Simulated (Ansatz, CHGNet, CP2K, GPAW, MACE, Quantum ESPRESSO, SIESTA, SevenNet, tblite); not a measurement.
**Running liquid methanol at 300 K (108 atoms) with GPAW**

Wanted: GPAW inputs and outputs for liquid methanol at 300 K (108 atoms), checked against a plane-wave reference.

Program: GPAW 26.7.0. Level of theory: the method is named at each step. Results are calculated unless marked as measured.

## Step 1: The structure

The cell holds 108 atoms: 18 C, 18 O and 72 H. Cell: a = 10.663 Å, b = 10.663 Å, c = 10.663 Å, α = 90.0°, β = 90.0°, γ = 90.0°. 18 methanol placed at random, at 0.79 g/cm³; overlaps pushed apart, then 10 ps at 450 K with MMFF94 bonds, angles, torsions, charges and radii (Halgren, J. Comput. Chem. 17, 490 (1996)) in harmonic and 12-6 forms. Snapshot after 20 ps at 300 K and fixed volume. Then every atom was moved at random, 0.02 Å r.m.s. a Cartesian component (hydrogen 0.6 of that).

The yardstick, on the same geometry:

* method: Kohn-Sham DFT, PBE, PAW, plane waves (Ansatz 0.2.0); cutoff 420 eV, Γ point, fermi-dirac smearing of 0.05 eV; PAW set soft_2
* r.m.s. force component: 1.155 eV/Å
* longest force: 5.025 eV/Å
* pressure: 2.332 GPa
* gap (highest filled to lowest empty level): 4.195 eV
* SCF cycles: 10
* time: 5.3 s on 8 threads of Arm Neoverse V2, shared host
* CPU time: 37 s

## Step 2: PBE, LCAO dzp, h 0.18 Å

Method: Kohn-Sham DFT, PBE, PAW, atomic orbitals (dzp).

Contents of run.py:

```python
import numpy as np
from ase.io import read
from gpaw import GPAW, FermiDirac
from ase.parallel import parprint as print

atoms = read("structure.xyz")
atoms.calc = GPAW(
    mode="lcao",
    basis="dzp",
    h=0.18,
    xc="PBE",
    kpts={"size": (1, 1, 1), "gamma": True},
    occupations=FermiDirac(0.05),
    maxiter=200,
    symmetry={"point_group": False},
    txt="gpaw.txt",
)
energy = atoms.get_potential_energy(force_consistent=True)
forces = atoms.get_forces()
print(f"energy {energy:.6f} eV")
print("forces (eV/A)")
for i, (a, f) in enumerate(zip(atoms, forces)):
    print(f"{i:4d} {a.symbol:2s} {f[0]:10.5f} {f[1]:10.5f} {f[2]:10.5f}")
print(f"Fermi level {atoms.calc.get_fermi_level():.4f} eV")
for k in range(len(atoms.calc.get_ibz_k_points())):
    for s in range(atoms.calc.get_number_of_spins()):
        e = atoms.calc.get_eigenvalues(kpt=k, spin=s)
        n = np.searchsorted(e, atoms.calc.get_fermi_level())
        print(f"k {k} spin {s} levels about the Fermi level:", np.round(e[max(n - 6, 0):n], 4).tolist(), "|", np.round(e[n:n + 6], 4).tolist())
```

Contents of structure.xyz:

```xyz
108
Lattice="10.66280 0.00000 0.00000 0.00000 10.66280 0.00000 0.00000 0.00000 10.66280" Properties=species:S:1:pos:R:3 pbc="T T T"
C 3.95718 1.56860 6.14209
O 3.92338 0.26550 6.66222
H 4.98134 1.86450 6.06020
H 3.34577 1.52190 5.23373
H 3.41657 2.16284 6.88806
H 4.08780 10.27905 5.94057
C 2.06059 7.67338 6.45697
O 1.86407 8.17304 5.11079
H 2.85347 6.98691 6.49599
H 2.42237 8.56916 6.94031
H 1.20660 7.30455 6.94351
H 2.76294 8.56447 4.82694
C 5.92958 4.56304 8.26100
O 4.95458 4.84048 7.32161
H 6.92432 4.76808 7.81199
H 5.79683 5.28331 9.11883
H 6.02608 3.48876 8.58846
H 4.23772 5.13702 7.83726
C 2.58157 1.46368 2.12979
O 3.89725 1.92432 2.05376
H 2.53604 0.91871 3.13049
H 1.92965 2.40787 2.19451
H 2.41374 0.80525 1.24893
H 4.46793 1.15499 1.89179
C 8.03751 8.84330 1.20703
O 8.40474 10.15994 1.63002
H 7.00471 8.81675 0.94995
H 8.55530 8.59454 0.26113
H 8.29161 8.15022 2.01698
H 8.09381 10.36541 2.59074
C 5.55745 8.71663 5.57814
O 4.38369 9.06381 4.85904
H 5.80131 7.62593 5.28598
H 6.32144 9.43754 5.32873
H 5.40860 8.70895 6.66286
H 4.70667 8.81152 3.93596
C 9.53681 2.28600 7.03382
O 8.79937 1.18346 7.15666
H 9.39233 2.71112 5.95229
H 9.06285 3.02013 7.73981
H 10.61311 2.22629 7.32577
H 9.12330 0.66973 7.90487
C 4.16276 7.57347 1.66745
O 5.01855 8.53451 2.13427
H 3.78625 7.81871 0.63593
H 4.72575 6.65401 1.60528
H 3.34524 7.42685 2.40990
H 5.33225 9.00761 1.36079
C 5.49283 5.03124 3.68730
O 6.23454 4.67564 4.80210
H 5.04116 5.98620 3.81526
H 6.28210 5.00437 2.86520
H 4.81991 4.17790 3.51105
H 5.62569 4.68374 5.53986
C 1.63855 0.17274 9.09462
O 2.90220 0.71036 9.15881
[... 48 atom lines left out ...]
H 0.16623 10.13808 2.82863
H 1.83070 9.35650 2.44509
H 0.38194 9.31481 1.47562
H 0.60362 8.00499 3.96166
```

On the command line:

```console
$ OMP_NUM_THREADS=1 mpirun -np 2 gpaw python run.py > output.txt
```

What it wrote:

```text
energy -524.536929 eV
forces (eV/A)
   0 C    -1.44338   -0.63107    0.18122
   1 O    -0.07295   -1.21146    1.61926
   2 H     1.36979    1.03801   -0.63422
   3 H     0.10596    0.80689   -0.92075
   4 H    -0.06390    0.89208    0.21874
   5 H    -0.16251   -0.04163   -0.40861
   6 C     0.95881    2.73483   -1.74395
   7 O    -0.25294   -0.47604   -0.60454
   8 H     1.71806   -1.98577    0.03824
   9 H     0.26382    0.74736    1.48609
  10 H    -2.16456   -0.77565    0.59551
  11 H    -0.78854   -0.51122    0.60637
  12 C     1.82341    0.23482    1.00473
  13 O     1.34599   -0.81655   -2.91839
  14 H     0.29832    0.24111   -0.04007
  15 H     0.32738   -0.60972    0.12466
  16 H    -0.54358    0.14348    0.17297
  17 H    -3.27101    0.66073    1.44297
  18 C    -0.22507    0.24444    1.30757
  19 O     1.38035    1.71647   -0.02546
  20 H    -0.90747   -0.08425   -0.68549
  21 H     0.21822   -1.10548   -0.30282
  22 H    -0.85154   -0.04667    0.11340
  23 H     0.47887   -0.54549   -0.45052
[...]
100 H     1.34332   -1.97984    1.79156
 101 H     0.60051   -0.52597   -0.26258
 102 C     0.13303    1.10422    1.37949
 103 O     0.20970   -0.95796    0.77903
 104 H     0.58576    0.37037    0.74659
 105 H    -0.29893   -0.15499    0.39532
 106 H    -0.57057   -0.43342   -2.89034
 107 H    -0.04922    0.07903   -0.63799
Fermi level -0.7011 eV
k 0 spin 0 levels about the Fermi level: [-2.5292, -2.4739, -2.2782, -2.2502, -2.2003, -1.9029] | [2.5813, 3.2286, 3.2834, 3.5174, 3.7102, 3.8217]
```

gpaw.txt:

```text
Input parameters:
  mode=LCAO(),
  basis={'default': 'dzp'},
  h=0.18,
  kpts=MonkhorstPack(size=(1, 1, 1), gamma=True),
  maxiter=200,
  occupations=Occupations(name='fermi-dirac', width=0.05, fixmagmom=False),
  symmetry=Symmetry(point_group=False),
  xc=XC(name='PBE')
Unit cell  # Å
| periodic |         x |         y |         z |   lengths |    angles |
|----------|-----------|-----------|-----------|-----------|-----------|
|      yes | 10.662800 |  0.000000 |  0.000000 | 10.662800 | 90.000000 |
|      yes |  0.000000 | 10.662800 |  0.000000 | 10.662800 | 90.000000 |
|      yes |  0.000000 |  0.000000 | 10.662800 | 10.662800 | 90.000000 |
Number of symmetries: 1
Symmetry operations  # r_c * U_cc + t_c -> r_c
|   | kind |            matrix            |
|---|------|------------------------------|
| 0 |  E   |  1, 0, 0,  0, 1, 0,  0, 0, 1 |
BZ-sampling:
  Number of BZ points: 1
  Number of IBZ points: 1
  Monkhorst-Pack size: [1, 1, 1]
  Monkhorst-Pack shift: [0, 0, 0]
[... lines left out ...]
      Number of spherical harmonics: 5
        l=0, rc=6.4219 Bohr: 1s-sz confined orbital
        l=0, rc=3.6094 Bohr: 1s-dz split-valence wave
        l=1, rc=6.4219 Bohr: p-type Gaussian polarization
      Number of RI-basis functions 0
Reference energy: -56131.939180  # eV
eigensolver:
density mixing:
  MSR1-Mixer
occupation numbers:
  Fermi-Dirac:
    width: 0.0500  # eV
FastPoissonSolver using
    Stencil: 6*3+1=19 point O(h^6) finite-difference Laplacian
xc functional:
  name: PBE with 2 nearest neighbor stencil
interpolation: tri-quintic # 5. degree polynomial
Initialization done in: 3.407 s
convergence criteria:
- Maximum [total energy] change in last 3 cyles: 0.0005 eV / valence electron
- Maximum integral of absolute [dens]ity change: 0.0001 electrons / valence electron
- Maximum integral of absolute [eigenst]ate change: 4e-08 eV^2 / valence electron
maximum number of iterations: 200
SCF iterations
|iter     |      energy | eigst |  dens |
|---------|-------------|-------|-------|
|iter:   1| -546.530151 |      c|       |
|iter:   2| -542.633051 |      c| -0.75 |
|iter:   3| -524.848817 |      c| -0.79 |
|iter:   4| -524.558181 |      c| -1.43 |
|iter:   5| -524.536786 |      c| -1.99 |
|iter:   6| -524.536999c|      c| -2.70 |
|iter:   7| -524.536918c|      c| -3.15 |
|iter:   8| -524.536930c|      c| -3.54 |
|iter:   9| -524.536929c|      c| -4.28c|
Converged in 9 steps
SCF loop duration: 20.163 s (2.240 s/step)
Energy contributions relative to reference atoms: (reference = -56131.939180)
Energy contributions:
  Kinetic:         488.632178
  Coulomb:        -521.068918
  Zero:              4.465984
  External:          0.000000
  Xc:             -496.566172
  Entropy:          -0.000000
  Spinorbit:         0.000000
  ----------------------------
  Free energy:    -524.536929
  Extrapolated:   -524.536929
dipole moment: (-28.146790, -66.521056, 25.199688)  # |e|*Ang
Fermi level: -0.701
Eigenvalues  # (at kpt = [0.000, 0.000, 0.000])
| band index |      eig [eV] | occ [0-2] |
|------------|---------------|-----------|
|          0 |       -23.517 |     2.000 |
|        ... |               |           |
|        118 |        -2.576 |     2.000 |
|        119 |        -2.564 |     2.000 |
[...]
|        133 |         4.025 |     0.000 |
|        ... |               |           |
|        155 |         6.343 |     0.000 |
Gap: 4.484 eV
Transition (v -> c):
  (s=0, k=0, n=125, [0.00, 0.00, 0.00]) -> (s=0, k=0, n=126, [0.00, 0.00, 0.00])
No difference between direct/indirect transitions
Force computation time: 3.876  # s
```

Run time: 29 s. Hardware: 2 MPI ranks of Arm Neoverse V2, shared host; peak memory 1.2 GiB.

Banners, paths, timers and routine set-up lines are dropped from the logs unmarked, and long logs keep their key lines alone; longer cuts are marked.

Against the reference:

| Quantity | Value |
| --- | --- |
| r.m.s. force component | 1.315 eV/Å |
| r.m.s. difference of force components | 363.8 meV/Å |
| longest difference of force vectors | 1005 meV/Å |
| force difference over r.m.s. force | 31.48 % |
| slope of forces against the reference's | 1.098 |
| correlation of force components | 0.9648 |
| gap (highest filled to lowest empty level) | 4.484 eV |
| gap difference | 0.2892 eV |

This run lies far from the reference in forces at the same functional.

Length of the force difference by element (eV/Å):

| element | atoms | mean | most |
| --- | --- | --- | --- |
| C | 18 | 0.36 | 0.65 |
| H | 72 | 0.61 | 0.99 |
| O | 18 | 0.79 | 1.0 |

Levels nearest the highest filled one (eV from it): -0.63, -0.57, -0.38, -0.35, -0.30, 0.00, 4.48, 5.13, 5.19, 5.42, 5.61, 5.72.

Local excerpt of 10 atoms (numbers count through the whole input) about H65, picked at random; x, y, z are measured from there.

| atom | x | y | z | distance (Å) | bonds | Fx | Fy | Fz (eV/Å) |
| --- | --- | --- | --- | --- | --- | --- | --- | --- |
| H65 | 0.00 | 0.00 | 0.00 | 0.00 | 1 | -1.10 | 0.40 | 1.79 |
| C61 | -0.57 | -0.06 | 1.05 | 1.20 | 4 | 2.13 | 0.36 | -1.97 |
| H63 | -1.59 | -0.25 | 0.88 | 1.84 | 1 | -2.71 | 0.24 | -0.96 |
| H64 | -0.50 | 0.87 | 1.66 | 1.94 | 1 | 0.36 | 0.07 | -0.05 |
| O62 | -0.08 | -1.24 | 1.63 | 2.05 | 2 | 0.61 | -1.30 | 0.61 |
| H30 | -0.20 | -2.17 | -0.47 | 2.23 | 1 | 0.46 | -0.70 | -1.40 |
| H70 | 0.91 | 0.37 | -2.31 | 2.51 | 1 | 0.00 | 0.67 | 1.68 |
| O26 | 0.11 | -2.38 | -1.43 | 2.78 | 2 | -0.17 | 1.10 | 1.07 |
| H93 | 1.31 | 2.39 | 0.75 | 2.83 | 1 | -0.16 | -0.62 | -0.17 |
| H66 | -0.37 | -1.25 | 2.59 | 2.90 | 1 | 0.60 | 0.09 | -0.17 |

Atoms are counted from 1 here, from 0 in the log.

Forces lie 31 % from the reference's, at 1.6 times its CPU time (on 2 against 8 cores).

## Step 3: Results

```json
{
 "force difference from the reference": "GPAW PBE, LCAO dzp, h 0.18 Å, 31 %",
 "its CPU time": "59 s"
}
```

The PBE run in local orbitals differs by 31 % (GPAW PBE, LCAO dzp, h 0.18 Å); basis, grid and potentials can all enter. At the same functional, the gap of GPAW PBE, LCAO dzp, h 0.18 Å lies 0.29 eV above the reference's 4.20 eV. With short bonds to hydrogen, sets of potentials differ among themselves by several per cent in forces even at converged cutoffs, so the reference isn't exact here either. The network of contacts between molecules at the start is that of the classical potential that made the cell, and needn't be the one that DFT or experiment would give. The reference's PBE has no dispersion term, which matters for the binding between molecules or layers. The electronic-structure runs sample only Γ, in a cell whose shortest periodic width is 11 Å.

[Also dropped from logs without a mark: logging warnings of Python, and SIESTA's first energy breakdown and zero terms.]

[Logs are printed without paths, hosts, clocks, repeated set-up lines and the standing remarks that a program may print on its own settings, such as how far it seeks lower states.]

[Hosts, paths, dates, database ids (printed as entryN), source tags and the programs' standing remarks are cut or masked in the printed files.]

[The MMFF94 radii named for the starting cell were scaled by 0.96; in molecules described by MMFF94, hydrogen bound to N, O or S took a small fixed 12-6 site in their place.]
